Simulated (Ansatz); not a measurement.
## Preparing Na3BrO (Pm-3m) as a host crystal

Aim: the runs on the perfect crystal Na3BrO (Pm-3m) that a defect calculation needs first.

Main program and level: Ansatz 0.2.0; plane-wave PAW DFT, PBEsol; single point of the host's primitive cell on a dense mesh, in the first sound run; inputs show where later runs differ.

Report form: the programs' logs are mostly left out.

### 1. The starting structure

It takes space group Pm-3m (No. 221, cubic). Conventional cell: a = 4.542 Å, b = 4.542 Å, c = 4.542 Å, α = 90.00°, β = 90.00°, γ = 90.00°. Na has 2 O at 2.27 Å and 4 Br at 3.21 Å and 8 Na at 3.21 Å nearest. Nearest to Br lie 12 Na at 3.21 Å. O has 6 Na at 2.27 Å nearest. Farther neighbours and most contacts between anions are not listed.

### 2. Primitive cell on a dense mesh

A dense mesh gives the host's converged energy, against which the supercell's sampling is tested.

Input file dense/input.yaml:

```yaml
crystal:
  lattice:
    - [4.5420329943, 0.0, 0.0]
    - [0.0, 4.5420329943, 0.0]
    - [0.0, 0.0, 4.5420329943]
  atoms:
    - { symbol: Na, position: [0.0, 0.5, 0.5] }
    - { symbol: Na, position: [0.5, 0.0, 0.5] }
    - { symbol: Na, position: [0.5, 0.5, 0.0] }
    - { symbol: Br, position: [0.0, 0.0, 0.0] }
    - { symbol: O, position: [0.5, 0.5, 0.5] }
basis:
  ecutwfc: 420
  xc_grid: 2
hamiltonian:
  xc: pbesol
kpoints:
  mp_grid: { grid: [6, 6, 6] }
scf:
  occupations: { method: fermi_dirac, width: 0.01 }
  max_iter: 80
```

Launch:

```
> ansatz run input.yaml --threads 4 --pin off --max-ram 14131MiB --backend cpu --events-out ev --progress --plain --runs-dir out
```

It took 1.4 s on 4 threads of Arm Neoverse V1, shared host; peak memory 0.34 GiB.

### 3. Self-consistent run

This step: plane-wave PAW DFT, PBEsol; single point of the defect-free supercell, a test of its k-points (Ansatz 0.2.0).

System of this step: Na3BrO (Pm-3m). The cell holds 60 atoms: 36 Na, 12 Br and 12 O. Its edges and angles: a = 10.156 Å, b = 12.847 Å, c = 9.084 Å, α = 90.0°, β = 90.0°, γ = 108.4°.

Input file pristine.sampling/input.yaml:

```yaml
crystal:
  lattice:
    - [9.0840659887, 4.5420329943, 0.0]
    - [-9.0840659887, 9.0840659887, 0.0]
    - [0.0, 0.0, 9.0840659887]
  atoms:
    - { symbol: Na, position: [0.1666666667, 0.1666666666, 0.25] }
    - { symbol: Na, position: [0.5, 0.0, 0.25] }
    - { symbol: Na, position: [0.8333333333, 0.3333333334, 0.25] }
    - { symbol: Na, position: [0.1666666667, 0.4166666666, 0.25] }
    - { symbol: Na, position: [0.5, 0.25, 0.25] }
    - { symbol: Na, position: [0.8333333333, 0.0833333334, 0.25] }
    - { symbol: Na, position: [0.0, 0.25, 0.0] }
    - { symbol: Na, position: [0.3333333333, 0.0833333334, 0.0] }
[... 48 atom lines left out ...]
    - { symbol: Br, position: [0.6666666667, 0.6666666666, 0.5] }
    - { symbol: O, position: [0.0, 0.75, 0.75] }
    - { symbol: O, position: [0.3333333333, 0.5833333334, 0.75] }
    - { symbol: O, position: [0.6666666667, 0.9166666666, 0.75] }
basis:
  ecutwfc: 420
  xc_grid: 2
hamiltonian:
  xc: pbesol
kpoints:
  mp_grid: { grid: [1, 1, 1], shift: [0.25, 0.25, 0.25] }
scf:
  occupations: { method: fermi_dirac, width: 0.01 }
  max_iter: 80
```

Wall time 5.9 s (4 threads); peak memory 1.7 GiB; 22 s of CPU time.

Numbers from this step:

| Item | Value |
| --- | --- |
| energy over dense mesh | -4.11e-4 eV/atom |

### 4. Defect free supercell relaxed from its symmetric sites

This cell, the one that will hold the defects, is built from the relaxed host. Symmetry fixes every atom, so this run gives the energy of the symmetric cell at the supercell's k-points, the reference for the test of stability.

This step: plane-wave PAW DFT, PBEsol; relaxation of the defect-free supercell from its symmetric sites (Ansatz 0.2.0).

pristine.symmetric/input.yaml, as its differences from pristine.sampling/input.yaml of step 3:

```diff
@@ -76 +76,12 @@
   max_iter: 80
+output:
+  forces: true
+relax:
+  f_tol: 0.01
+  max_steps: 60
+  escape_saddle: false
+checkpoint:
+  write: "../pristine.symmetric.run"
+  compress: false
+  write_wavefunctions: false
+  write_every: 100000
```

Elapsed: 7.5 s, on 4 threads; peak memory 1.8 GiB.

The forces vanish from the start, and no atom moves.

### 5. Defect free supercell relaxed from displaced atoms

This step: plane-wave PAW DFT, PBEsol; relaxation of the defect-free supercell from random displacements, a test of the host's stability (Ansatz 0.2.0).

pristine.rattled/input.yaml, as its differences from pristine.symmetric/input.yaml of step 4:

```diff
@@ -80,6 +80,6 @@
   f_tol: 0.01
-  max_steps: 60
-  escape_saddle: false
+  max_steps: 120
+  random_displacement: { amplitude: 0.08, seed: 5802 }
 checkpoint:
-  write: "../pristine.symmetric.run"
+  write: "../pristine.rattled.run"
   compress: false
```

It took 74 s on 4 threads; peak memory 1.9 GiB; 4.7 min of CPU time.

Step by step:

```tsv
step	energy less that of the first step (eV)	largest force component (eV/Å)
1	0.0000	0.8165
2	-0.4489	0.4389
3	-0.6287	0.0091
4	-0.6287	0.0091
5	-0.6293	0.0056
```

The atoms that moved most (Å, from the sites as typed, ahead of the random displacement, the mean shift of all atoms taken out):

```tsv
atom	dx	dy	dz	length
Na1	0.001	-0.010	0.010	0.014
Na32	0.000	0.006	0.013	0.014
Na23	0.010	0.010	0.000	0.014
Na16	0.000	-0.007	-0.011	0.013
Na8	-0.010	-0.008	-0.001	0.013
Na24	0.011	-0.007	0.000	0.013
Na31	0.001	-0.010	-0.008	0.012
Na4	0.010	-0.001	-0.006	0.012
```

The relaxation ends 10 meV an atom lower than the displaced start, with a largest force component of 0.0056 eV/Å.

### 6. Summary of results

| Item | Value |
| --- | --- |
| supercell relaxed in its symmetry less the displaced and relaxed one | -0.001 eV |
| energy an atom at one point at (¼, ¼, ¼) less that on the dense mesh | 0.000 eV |

In words: Step 5: The energy fell by 0.629 eV from the randomly displaced start; against the sites as typed, Na1 ends farthest off, by 0.01 Å, once the mean shift is taken out. The displaced cell ends within 0.01 eV of the symmetric one relaxed in its symmetry, so no lower structure shows in this supercell. All at zero temperature.

[Logs are printed without paths, hosts, clocks, repeated set-up lines and the standing remarks that a program may print on its own settings, such as how far it seeks lower states.]

[Hosts, paths, dates, database ids (printed as entryN), source tags and the programs' standing remarks are cut or masked in the printed files.]

[Runs of the host that timed out are not shown.]

[For some hosts the program warned that the k-mesh of the response run may be too coarse for force constants and the static dielectric constant; such warnings are not always shown.]

[The program warned that the k-mesh of a response run behind this text may be too coarse: force constants, and the static dielectric constant and all else formed from them, are not shown converged.]
